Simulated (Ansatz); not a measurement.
## What MgTiS3 (model cell, started as cubic perovskite with Ti in the octahedra) distorts into

Aim: this structure of MgTiS3 (model cell, started as cubic perovskite with Ti in the octahedra) is to be tested for unstable modes, and one is followed downhill.

Main program and level: Ansatz 0.2.0; DFT PBE, scalar-relativistic, plane waves, PAW; PAW set soft_1.

The structure was built from a prototype and need not be the compound's stable phase.

## 1. The starting structure

It takes space group Pm-3m (No. 221, cubic). The conventional cell has a = 4.709 Å, b = 4.709 Å, c = 4.709 Å, α = 90.00°, β = 90.00°, γ = 90.00°. Nearest to Mg lie 12 S at 3.33 Å. Ti has 6 S at 2.35 Å nearest. S has 2 Ti at 2.35 Å nearest. Farther neighbours and most contacts between anions are not listed.

## 2. The dispersion

The cell comes from relaxations at this level that are not shown. Stability and thermal properties need the whole zone. Linear response on a 4×4×4 q mesh gives force constants as far as a supercell of that size would.

Contents of input.yaml:

```yaml
crystal:
  lattice:
    - [4.7086208483, 0.0, 0.0]
    - [0.0, 4.7086208483, 0.0]
    - [0.0, 0.0, 4.7086208483]
  atoms:
    - { symbol: Mg, position: [0.0, 0.0, 0.0] }
    - { symbol: Ti, position: [0.5, 0.5, 0.5] }
    - { symbol: S, position: [0.5, 0.5, 0.0] }
    - { symbol: S, position: [0.5, 0.0, 0.5] }
    - { symbol: S, position: [0.0, 0.5, 0.5] }
kpoints:
  mp_grid: { grid: [8, 8, 8] }
hamiltonian:
  xc: pbe
  pseudopotentials: { kind: paw, azcp: { folder: soft_1 } }
scf:
  occupations: { method: methfessel_paxton, width: 0.2 }
output:
  eigenvalues: true
phonons:
  method: dfpt
  qmesh: [4, 4, 4]
  temperatures: { t_max: 1000, t_step: 50 }
  qpath:
    path:
      - [[0.0, 0.0, 0.0], [0.0, 0.5, 0.0], [0.5, 0.5, 0.0], [0.0, 0.0, 0.0], [0.5, 0.5, 0.5], [0.0, 0.5, 0.0]]
      - [[0.5, 0.5, 0.5], [0.5, 0.5, 0.0]]
    npoints: 10
```

Launch:

```sh
$ ansatz run input.yaml --threads 4 --pin off --max-ram 16384MiB --backend cpu --events-out ev --progress --plain --runs-dir out
```

Numbers of over 12 decimals in the logs are rounded to 6 here.

What it wrote:

```text
Engine: ansatz 0.2.0, aarch64-unknown-linux-gnu
Pseudopotentials: kind: paw
Pseudopotential: Mg, paw, valence charge 10, recommended cutoff 420 eV (normal), soft_1/Mg.paw.azcp
Pseudopotential: Ti, paw, valence charge 12, recommended cutoff 420 eV (normal), soft_1/Ti.paw.azcp
Pseudopotential: S, paw, valence charge 6, recommended cutoff 420 eV (normal), soft_1/S.paw.azcp
Functional definition: PBE
  parameter kappa = 0.804
  parameter beta = 0.066725
  exchange = pbe_x(kappa = kappa, mu = beta*pi^2/3)
  correlation = pbe_c(beta = beta)
Crystal: 5 atoms, lattice volume = 104.395 Å³
Basis set: ecut = 420 eV, 2007 PW (Γ), exchange–correlation on 64×64×64 points (8 copies of the dense FFT grid, shifted against one another)
Bands: 25, of which v1, the nominal top of the filled ones, is band 20 counted from 1 (19 counted from 0)
Symmetry: 48 space group operations
k-points: 35 of 512
Non-local potential: Mg, projectors of the file, l = 0: 3, l = 1: 2, l = 2: 1
Non-local potential: Ti, projectors of the file, l = 0: 3, l = 1: 2, l = 2: 3, l = 3: 1
Non-local potential: S, projectors of the file, l = 0: 2, l = 1: 2, l = 2: 1
PAW form: soft (Blöchl's): semilocal exchange-correlation on the pseudo side does not see the compensation charge
PAW one-centre angular grid: Mg, 110 points (default); XC on 64 Gauss nodes
PAW one-centre angular grid: Ti, 590 points (default); XC on 64 Gauss nodes
PAW one-centre angular grid: S, 110 points (default); XC on 64 Gauss nodes
Initial density: superposition of atomic densities (chi_scale 0.1, normalization cell, long waves kept (reshape's long-wave potential 0.00 eV rms))
Initial wavefunctions: pseudopotential atomic-orbital guess
Functional: x = pbe(κ = 0.804, μ = 0.219515), c = pbe(β = 0.066725)
SCF iter   1: F=—  HF=-7134.452456 eV  |F-HF|=—  |Δ(HF+E_count)|=         —  Δρ=5.89e-2  dr2=8.64e0  ethr=3.10e-3  ⟨swp⟩=7.0  Hψ=9901  notcnv=0
automatic band count: the SCF goes on with 30 bands, as 25 were too few: they end inside the smearing window of the response
preconditioner: auto → Kerker (q_TF=auto, 2.325 Å⁻¹)  [metal: Δε(μ)=0.008 eV  Ē_g=8.775 eV  σ=0.200 eV  W_gap=0.03  n_scr=26 (ndim 8)  ℏωp=17.8 eV  f_vac=0.000  D(μ)=4.68/eV (n_scr^D=32)]
SCF iter   2: F=—  HF=-7133.699579 eV  |F-HF|=—  |Δ(HF+E_count)|=   7.53e-1  S|Δr|=    0.00e0  Δρ=2.91e-2  dr2=2.63e0  ethr=3.10e-3  ⟨swp⟩=2.0  Hψ=1565  notcnv=0  defer=53
SCF iter   3: F=—  HF=-7133.302985 eV  |F-HF|=—  |Δ(HF+E_count)|=   3.97e-1  S|Δr|=    0.00e0  Δρ=6.57e-3  dr2=1.85e-1  ethr=3.10e-3  ⟨swp⟩=3.4  Hψ=1688  notcnv=0  defer=53
SCF iter   4: F=—  HF=-7133.263235 eV  |F-HF|=—  |Δ(HF+E_count)|=   3.97e-2  S|Δr|=    0.00e0  Δρ=2.03e-3  dr2=1.22e-2  ethr=4.62e-4  ⟨swp⟩=1.7  Hψ=1329  notcnv=0  defer=56
SCF iter   5: F=—  HF=-7133.260235 eV  |F-HF|=—  |Δ(HF+E_count)|=   3.00e-3  S|Δr|=    0.00e0  Δρ=7.30e-4  dr2=5.46e-4  ethr=3.04e-5  ⟨swp⟩=2.1  Hψ=1650  notcnv=0  defer=56
SCF iter   6: F=—  HF=-7133.260017 eV  |F-HF|=—  |Δ(HF+E_count)|=   2.18e-4  S|Δr|=    0.00e0  Δρ=2.49e-4  dr2=8.17e-5  ethr=1.37e-6  ⟨swp⟩=2.4  Hψ=1615  notcnv=0  defer=56
SCF iter   7: F=—  HF=-7133.260028 eV  |F-HF|=—  |Δ(HF+E_count)|=   1.09e-5  S|Δr|=    0.00e0  Δρ=7.16e-5  dr2=4.51e-6  ethr=2.04e-7  ⟨swp⟩=2.2  Hψ=1621  notcnv=0  defer=56
SCF iter   8: F=—  HF=-7133.260036 eV  |F-HF|=—  |Δ(HF+E_count)|=   8.06e-6  S|Δr|=    0.00e0  Δρ=1.28e-5  dr2=2.19e-7  ethr=1.13e-8  ⟨swp⟩=2.0  Hψ=1417  notcnv=0  defer=56
SCF iter   9: F=—  HF=-7133.260035 eV  |F-HF|=—  |Δ(HF+E_count)|=   1.58e-6  S|Δr|=    0.00e0  Δρ=3.99e-6  dr2=2.25e-8  ethr=5.47e-10  ⟨swp⟩=2.0  Hψ=1296  notcnv=0  defer=58
SCF iter  10: F=—  HF=-7133.260035 eV  |F-HF|=—  |Δ(HF+E_count)|=   1.87e-8  S|Δr|=    0.00e0  Δρ=8.57e-7  dr2=8.95e-10  ethr=5.64e-11  ⟨swp⟩=2.2  Hψ=1403  notcnv=0  defer=58
SCF iter  11: F=—  HF=-7133.260035 eV  |F-HF|=—  |Δ(HF+E_count)|=  8.36e-10  S|Δr|=    0.00e0  Δρ=2.01e-7  dr2=4.35e-11  ethr=2.24e-12  ⟨swp⟩=2.2  Hψ=1483  notcnv=0  defer=58
SCF iter  12: F=-7133.260035 eV  HF=-7133.260035 eV  |F-HF|=0.00e0  |Δ(HF+E_count)|=  3.91e-11  S|Δr|=    0.00e0  Δρ=5.34e-8  dr2=3.73e-12  ethr=1.00e-12  ⟨swp⟩=13.7  Hψ=6077  notcnv=0
SCF 1 converged in 12 iterations: F = -7133.260035 eV  dr2 = 3.73e-12
  greatest PAW one-centre occupation: 1.000 electrons in one spin orbital (limit 2), on the Mg atom at site 0 (counted from 0), in its partial waves of l = 0
Initial density: read from a saved state, or passed on in memory by an earlier SCF of this step, an earlier step, the calling program or the single point that the run made first
iter 1 solved again at ethr=9.35e-7 eV; its pass at ethr=3.10e-3 eV (dr2=3.74e-4 eV) is discarded
SCF iter   1: F=—  HF=-7133.260034 eV  |F-HF|=—  |Δ(HF+E_count)|=         —  Δρ=2.59e-6  dr2=1.14e-8  ethr=9.35e-7  ⟨swp⟩=3.2  Hψ=6645  notcnv=0
eigensolver tolerance schedule: the retry pair's looser diagonalisation over-reported the residual by 32868.76 of it (diagonalisation noise at an unbounded share of the residual, at the tolerance the schedule requests for it); recorded, not acted on — ethr = c·dr2/N_el stays at c = 1.0e-1
preconditioner: auto → Kerker (q_TF=auto, 2.325 Å⁻¹)  [metal: Δε(μ)=0.070 eV  Ē_g=6.733 eV  σ=0.200 eV  W_gap=0.29  n_scr=26 (ndim 8)  ℏωp=17.8 eV  f_vac=0.000  D(μ)=2.51/eV (n_scr^D=18)]
SCF iter   2: F=—  HF=-7133.260035 eV  |F-HF|=—  |Δ(HF+E_count)|=   1.67e-7  S|Δr|=    0.00e0  Δρ=1.17e-6  dr2=2.16e-9  ethr=2.84e-11  ⟨swp⟩=4.0  Hψ=2410  notcnv=0
SCF iter   3: F=—  HF=-7133.260035 eV  |F-HF|=—  |Δ(HF+E_count)|=  1.16e-10  S|Δr|=    0.00e0  Δρ=8.04e-7  dr2=1.05e-9  ethr=5.39e-12  ⟨swp⟩=1.2  Hψ=886  notcnv=0
SCF iter   4: F=—  HF=-7133.260035 eV  |F-HF|=—  |Δ(HF+E_count)|=  7.64e-11  S|Δr|=    0.00e0  Δρ=4.67e-7  dr2=3.75e-10  ethr=2.64e-12  ⟨swp⟩=1.2  Hψ=881  notcnv=0
SCF iter   5: F=—  HF=-7133.260035 eV  |F-HF|=—  |Δ(HF+E_count)|=  1.36e-11  S|Δr|=    0.00e0  Δρ=4.00e-7  dr2=2.75e-10  ethr=1.00e-12  ⟨swp⟩=1.2  Hψ=887  notcnv=0
SCF iter   6: F=—  HF=-7133.260035 eV  |F-HF|=—  |Δ(HF+E_count)|=  1.91e-11  S|Δr|=    0.00e0  Δρ=2.27e-7  dr2=8.87e-11  ethr=1.00e-12  ⟨swp⟩=1.0  Hψ=875  notcnv=0
SCF iter   7: F=-7133.260035 eV  HF=-7133.260035 eV  |F-HF|=0.00e0  |Δ(HF+E_count)|=  9.09e-12  S|Δr|=    0.00e0  Δρ=1.72e-8  dr2=6.32e-13  ethr=1.00e-12  ⟨swp⟩=2.0  Hψ=2236  notcnv=0
SCF 2 converged in 7 iterations: F = -7133.260035 eV  dr2 = 6.32e-13
phonons: the bands overlap, so this run is a metal and interpolates without the dipole-dipole term. If the crystal is really an insulator or semiconductor, its LO-TO splitting is missing
NSCF: frozen V_eff on 35 k-points
[...]
NSCF: frozen V_eff on 125 k-points
DFPT response loops at q = (0, 0, 0) (fractional): preconditioner auto → Kerker (q_TF=auto, 2.325 Å⁻¹) (partly filled bands, converged f_vac=0.000); β = 1.00, the filter's whole step (`scf.mixing.beta` (0.50) is not read by the response loops under this deck's `scf.mixing.preconditioner`; to damp them name `kerker` or `kerker_dos`, under which they read `scf.mixing.beta`, and type it under 1.00, their step now; both keys bind the ground state too); Broyden in place of MSR1
NSCF: frozen V_eff on 400 k-points
DFPT response loops at q = (0, 0, 0.25) (fractional): mixed as the last ones told, above
NSCF: frozen V_eff on 250 k-points
DFPT response loops at q = (0, 0, -0.5) (fractional): mixed as the last ones told, above
NSCF: frozen V_eff on 640 k-points
DFPT response loops at q = (0, 0.25, 0.25) (fractional): mixed as the last ones told, above
NSCF: frozen V_eff on 400 k-points
DFPT response loops at q = (0, 0.25, -0.5) (fractional): mixed as the last ones told, above
NSCF: frozen V_eff on 250 k-points
DFPT response loops at q = (0, -0.5, -0.5) (fractional): mixed as the last ones told, above
NSCF: frozen V_eff on 1024 k-points
DFPT response loops at q = (0.25, 0.25, 0.25) (fractional): mixed as the last ones told, above
NSCF: frozen V_eff on 640 k-points
DFPT response loops at q = (0.25, 0.25, -0.5) (fractional): mixed as the last ones told, above
NSCF: frozen V_eff on 400 k-points
DFPT response loops at q = (0.25, -0.5, -0.5) (fractional): mixed as the last ones told, above
NSCF: frozen V_eff on 250 k-points
DFPT response loops at q = (-0.5, -0.5, -0.5) (fractional): mixed as the last ones told, above
SCF converged after 12 iterations
Stability not checked: this state was not tested for a lower state beside it, because cold or Methfessel-Paxton smearing, or corrected tetrahedra, fill the levels in a way that the test cannot read (fill_not_monotonic; see scf.lower_state_search)
Free energy (F): -7133.260035 eV
Harris-Foulkes:  -7133.260035 eV  (|F-HF|=0.00e0)
Internal energy: -7133.255499 eV  (E = F + TS)
E sigma→0 (E₀):  -7133.258901 eV
Entropy (-TS):   -0.004536 eV (-0.907 meV/atom)
Fermi energy:    6.744362 eV
Step filling:    the computed levels leave a gap of 0.0025 eV = 0.0 smearing widths at the electron count; against every level under it full and every level over it empty, smearing changes F+E_penalty+E_count by -4.165 meV and its σ→0 estimate by -3.031 meV
--- Per-component energies (eV) ---
  E_band       = -598.243119
  E_kinetic    = 666.377019
  E_local      = -3415.665775  (includes V_loc(G=0)·N_el)
  E_nonlocal   = 358.029041
  E_hartree    = 1234.655173
  E_xc         = -408.952745
  E_vxc        = -427.190564  (∫ρ·V_xc dr)
  E_paw        = -3169.854617  (= ΣΔE_a)
  E_vpaw       = -249.102894  (= ΣTr[D̂ρ^β])
  E_aug_tail   = -0.000231  (compensation charges beyond the density's cutoff)
  E_ewald      = -2397.843363
  E_smearing   = -0.004536  (= −TS)
  E_closure    = 0.000000  (closes the sum)
  Σ components = -7133.260035   (vs F -7133.260035, Δ=0.00e0)
--- Band table (eV; the first three rows and the last of 35) ---
  k-point 0: bands = [... 16 lower, 5.4811, 6.2034, 6.2034, 6.2034, 6.2369, 6.6086, 6.6086, 6.6086, ... 6 higher]
  k-point 1: bands = [... 16 lower, 5.3711, 5.4446, 6.0339, 6.0339, 6.6173, 6.7226, 7.1285, 7.1285, ... 6 higher]
  k-point 2: bands = [... 16 lower, 4.5700, 5.1297, 6.0066, 6.0066, 6.6385, 7.4671, 7.8170, 7.8170, ... 6 higher]
  k-point 34: bands = [... 16 lower, 2.9053, 6.0356, 6.9574, 6.9574, 6.9574, 8.5181, 8.5181, 8.5181, ... 6 higher]
--- Phonons (Γ-DFPT): 4 representative perturbations + reference (Σ response iterations 12) ---
  ASR residual: 4.590e-5 → 0.000e0 eV/Å²; symmetrization residual: 4.708e-6 eV/Å²
  ASR residual per site (eV/Å²): 9.90e-6 1.44e-5 4.59e-5 4.59e-5 4.59e-5
  Γ frequencies (cm⁻¹): -195.77 -195.77 -195.77 -183.46 -183.46 -183.46 -91.80 -91.80 -91.80 0.00 0.00 0.00 361.20 361.20 361.20
--- Phonons (arbitrary-q DFPT): 10 irreducible q on the 4×4×4 mesh ---
  q = [0.0000, 0.0000, 0.0000] (star 1, of the zone-centre solve; hermiticity 7.89e-7, symmetrization 1.23e-13): -195.77 -195.77 -195.77 -183.46 -183.46 -183.46 -91.80 -91.80 -91.80 0.00 0.00 0.00 361.20 361.20 361.20
  q = [0.0000, 0.0000, 0.2500] (star 6, 9 solved perturbations in 1560 linear systems a pass and spin channel, the states on 200 of 512 k-point pairs; hermiticity 1.29e-6, symmetrization 4.69e-13): -184.36 -173.82 -173.82 -150.99 -148.32 -148.32 -85.25 -85.25 45.95 45.95 59.05 171.44 359.97 359.97 392.25
  q = [0.0000, 0.0000, -0.5000] (star 3, 9 solved perturbations in 975 linear systems a pass and spin channel, the states on 125 of 512 k-point pairs; hermiticity 2.51e-7, symmetrization 5.58e-8): -164.66 -162.88 -162.88 -130.35 -130.35 -112.97 -69.76 -69.76 90.85 90.85 92.89 257.35 357.99 357.99 406.29
  q = [0.0000, 0.2500, 0.2500] (star 12, 9 solved perturbations in 2460 linear systems a pass and spin channel, the states on 320 of 512 k-point pairs; hermiticity 1.17e-6, symmetrization 8.81e-14): -191.80 -174.19 -164.23 -151.94 -103.15 -95.66 -91.62 -21.76 51.00 130.97 146.34 184.60 346.54 359.07 420.08
  q = [0.0000, 0.2500, -0.5000] (star 12, 15 solved perturbations on 200 of 512 k-point pairs; hermiticity 1.24e-6, symmetrization 8.14e-8): -191.69 -165.13 -157.32 -150.22 -98.14 -60.07 -56.05 44.28 82.50 159.87 167.62 258.72 325.82 357.61 428.64
  q = [0.0000, -0.5000, -0.5000] (star 3, 9 solved perturbations in 975 linear systems a pass and spin channel, the states on 125 of 512 k-point pairs; hermiticity 6.84e-7, symmetrization 1.62e-7): -235.00 -168.08 -168.08 -137.12 -84.17 58.85 58.85 66.11 66.11 184.22 248.99 257.68 257.68 356.72 437.08
  q = [0.2500, 0.2500, 0.2500] (star 8, 4 solved perturbations in 1376 linear systems a pass and spin channel, the states on 512 of 512 k-point pairs; hermiticity 7.75e-7, symmetrization 1.06e-13): -185.56 -181.75 -181.75 -144.90 -144.90 -135.37 121.84 121.84 138.16 139.91 139.91 196.11 338.31 338.31 444.51
  q = [0.2500, 0.2500, -0.5000] (star 12, 9 solved perturbations in 2460 linear systems a pass and spin channel, the states on 320 of 512 k-point pairs; hermiticity 1.67e-6, symmetrization 4.16e-7): -194.34 -177.60 -171.14 -161.97 -154.77 -130.20 120.80 130.95 161.99 164.24 176.37 256.68 309.76 324.13 449.69
  q = [0.2500, -0.5000, -0.5000] (star 6, 9 solved perturbations in 1560 linear systems a pass and spin channel, the states on 200 of 512 k-point pairs; hermiticity 8.98e-7, symmetrization 2.60e-7): -233.18 -184.68 -184.68 -154.28 -154.28 -152.23 136.42 165.38 165.38 188.43 225.42 250.90 250.90 304.02 455.39
  q = [-0.5000, -0.5000, -0.5000] (star 1, 4 solved perturbations in 350 linear systems a pass and spin channel, the states on 125 of 512 k-point pairs; hermiticity 6.96e-7, symmetrization 5.86e-8): -233.03 -233.03 -233.03 -160.84 -160.84 -160.84 174.03 174.03 191.59 191.59 191.59 241.20 241.20 241.20 461.28
  sum rule: each row above includes the acoustic sum rule's correction from the zone centre's row sums; it moved no ω² by more than (0.62 cm⁻¹)²
  mesh force constants: q→R imaginary residual 5.04e-19; ASR residual 4.590e-5 → 0.000e0 eV/Å²; symmetrization residual 1.599e-14 eV/Å²
  interpolated dispersion: 62 rows × 15 modes
  density of states and harmonic sums: on the 16×16×16 q-mesh, interpolated from the force constants of a 4×4×4 supercell (no non-analytic term)
  largest difference from the sums on the solved wave vectors: F 7.85e-2 eV, S 9.59e-5 and C_V 2.27e-5 eV/K
  zero-point energy: 0.114099 eV/cell   skipped modes (ω ≤ 0): 1121, of them read as no rigid motion or as one in doubt: 1118 (6.688e0 modes/cell left out, lowest -235.00 cm⁻¹)   left out of the sums: 4.46e-1 of the cell's modes: C_V's classical limit lies that fraction below 3 k_B per atom; for a crystal, a wire or a layer, F and S can be off by more, and a phonons.interpolated_qmesh denser along its periods is the remedy for the sampling
```

Wall time 16 min (4 threads of Arm Neoverse V1, shared host); peak memory 3.3 GiB.

Numbers from this step:

* volume per atom: 20.88 Å³
* gap on the k-mesh: 0 eV
* sum-rule residual before enforcement: 4.59e-5 eV/Å²
* lowest frequency on the path: -235.0 cm⁻¹
* point group: m-3m
* highest frequency on the path or at a solved wavevector: 461.6 cm⁻¹
* highest optical mode at the zone centre (no LO-TO term): 361.2 cm⁻¹
* lowest optical zone-centre mode: -195.8 cm⁻¹
* lowest mode on the q mesh (acoustic modes at Γ apart): -235 cm⁻¹

Frequencies (cm⁻¹) solved at each irreducible wavevector; negative means imaginary. Frequencies by wavevector, by row:

| q in reciprocal lattice units | star | mode 1 | mode 2 | mode 3 | mode 4 | mode 13 | mode 14 | mode 15 |
| --- | --- | --- | --- | --- | --- | --- | --- | --- |
| 0 0 0 | 1 | -195.8 | -195.8 | -195.8 | -183.5 | 361.2 | 361.2 | 361.2 |
| 0 0 0.25 | 6 | -184.4 | -173.8 | -173.8 | -151 | 360 | 360 | 392.2 |
| 0 0 -0.5 | 3 | -164.7 | -162.9 | -162.9 | -130.3 | 358 | 358 | 406.3 |
| 0 0.25 0.25 | 12 | -191.8 | -174.2 | -164.2 | -151.9 | 346.5 | 359.1 | 420.1 |
| 0 0.25 -0.5 | 12 | -191.7 | -165.1 | -157.3 | -150.2 | 325.8 | 357.6 | 428.6 |
| 0 -0.5 -0.5 | 3 | -235 | -168.1 | -168.1 | -137.1 | 257.7 | 356.7 | 437.1 |
| 0.25 0.25 0.25 | 8 | -185.6 | -181.8 | -181.8 | -144.9 | 338.3 | 338.3 | 444.5 |
| 0.25 0.25 -0.5 | 12 | -194.3 | -177.6 | -171.1 | -162 | 309.8 | 324.1 | 449.7 |
| 0.25 -0.5 -0.5 | 6 | -233.2 | -184.7 | -184.7 | -154.3 | 250.9 | 304 | 455.4 |
| -0.5 -0.5 -0.5 | 1 | -233 | -233 | -233 | -160.8 | 241.2 | 241.2 | 461.3 |

Interpolated from a 4×4×4 q mesh. The phonon branches at the labelled points (cm⁻¹):

| point | branch 1 | branch 2 | branch 3 | branch 4 | branch 12 | branch 13 | branch 14 | branch 15 |
| --- | --- | --- | --- | --- | --- | --- | --- | --- |
| Γ | -196 | -196 | -196 | -184 | 0 | 361 | 361 | 361 |
| halfway | -184 | -174 | -174 | -151 | 171 | 360 | 360 | 392 |
| X | -165 | -163 | -163 | -130 | 257 | 358 | 358 | 406 |
| halfway | -192 | -165 | -157 | -150 | 259 | 326 | 358 | 429 |
| M | -235 | -168 | -168 | -137 | 258 | 258 | 357 | 437 |
| halfway | -192 | -174 | -164 | -152 | 185 | 346 | 359 | 420 |
| Γ | -196 | -196 | -196 | -184 | 0 | 361 | 361 | 361 |
| halfway | -186 | -182 | -182 | -145 | 196 | 338 | 338 | 444 |
| R | -233 | -233 | -233 | -161 | 241 | 241 | 241 | 461 |
| halfway | -194 | -178 | -171 | -162 | 257 | 310 | 324 | 450 |
| X | -165 | -163 | -163 | -130 | 257 | 358 | 358 | 406 |
| jump to R | -233 | -233 | -233 | -161 | 241 | 241 | 241 | 461 |
| halfway | -233 | -185 | -185 | -154 | 251 | 251 | 304 | 455 |
| M | -235 | -168 | -168 | -137 | 258 | 258 | 357 | 437 |

Symmetry leaves 10 wavevectors to solve. The lowest mode among them, the acoustic zeros apart, lies at q = (0, -0.5, -0.5) and is imaginary, 235.0i cm⁻¹, so the energy falls along it.

(Continued in part 2 of 3.)

[Logs are printed without paths, hosts, clocks, repeated set-up lines and the standing remarks that a program may print on its own settings, such as how far it seeks lower states.]

[Hosts, paths, dates, database ids (printed as entryN), source tags and the programs' standing remarks are cut or masked in the printed files.]
